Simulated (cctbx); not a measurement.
## Which space group?

Cell: a = 4.8520 Å, b = 4.8520 Å, c = 11.6330 Å, α = 90.00°, β = 90.00°, γ = 90.00°. Expected content of the cell: Tl4 Tb2 Sb4.

Simulated single-crystal data (cctbx): Mo Kα, λ = 0.71073 Å, to d = 0.65 Å, 50 % of the full sphere, strongest reflection 20000 counts, noise from counting, a 4 % proportional error and a noise floor of 8 counts (s.d.); no absorption, some extinction.

Tests on the unmerged data give:

```text
2100 reflections to d = 0.652 A
centring   violations  <I/sigma> of those
    A        744 of  1046      9.7
    B        762 of  1054     10.0
    C        690 of  1042      8.1
    I        672 of  1077      7.3
    R        994 of  1408      9.4
    F       1098 of  1571      9.3
Laue class    unique    Rint  (classes that these axes allow; Friedel mates merged)
P -1             1575   0.035
P 1 2/m 1        1029   0.039
P 1 1 2/m        1019   0.038
P 2/m 1 1        1060   0.037
P m m m           641   0.041
P 4/m             551   0.041
P 4/m m m         367   0.043
space group    extra absences  I>4sigma  <I/sigma>
P 4 2 2                 0          0         -  acentric
P 4 21 2               10          0      -0.3  acentric
P 4 m m                 0          0         -  acentric
P -4 2 m                0          0         -  acentric
P -4 21 m              10          0      -0.3  acentric
P -4 m 2                0          0         -  acentric
P 4/m m m               0          0         -  centric
P 4/n m m :1           44          0       0.0  centric
P 4/n m m :2           44          0       0.0  centric
Wilson B = 1.44 A^2   <|E^2-1|> = 0.871 (0.968 centric, 0.736 acentric)   E^2>4: 1.7 %
shell (A)         n   <I/sigma>
 5.82 - 1.30     60     25.4
 1.30 - 1.03     47     26.3
 1.03 - 0.90     43     24.6
 0.90 - 0.82     45     20.2
 0.82 - 0.76     44     18.6
 0.76 - 0.72     41     15.5
 0.72 - 0.68     38     14.4
 0.68 - 0.65     49     15.3
```

Q: Read the symmetry from these tables.

Every centring test has many violations, so the lattice is primitive.

Rint stays low (0.035 to 0.043) up to P 4/m m m, the highest class in these axes.

9 settings pass the absence test. The most absences obeyed, 44, belong to P 4/n m m alone.

⟨|E²−1|⟩ = 0.871 lies between the two ideal values. The Wilson B of 1.44 Å² means U ≈ 0.0182 Å².

The true group is P4/nmm (no. 129, origin choice 1), Laue class 4/mmm, centrosymmetric. The tables fix it.

The model was made for the exercise: a known structure type with other elements put in, its volume estimated, not relaxed; displacement parameters are assumed.

[Logs are printed without paths, hosts, clocks, repeated set-up lines and the standing remarks that a program may print on its own settings, such as how far it seeks lower states.]
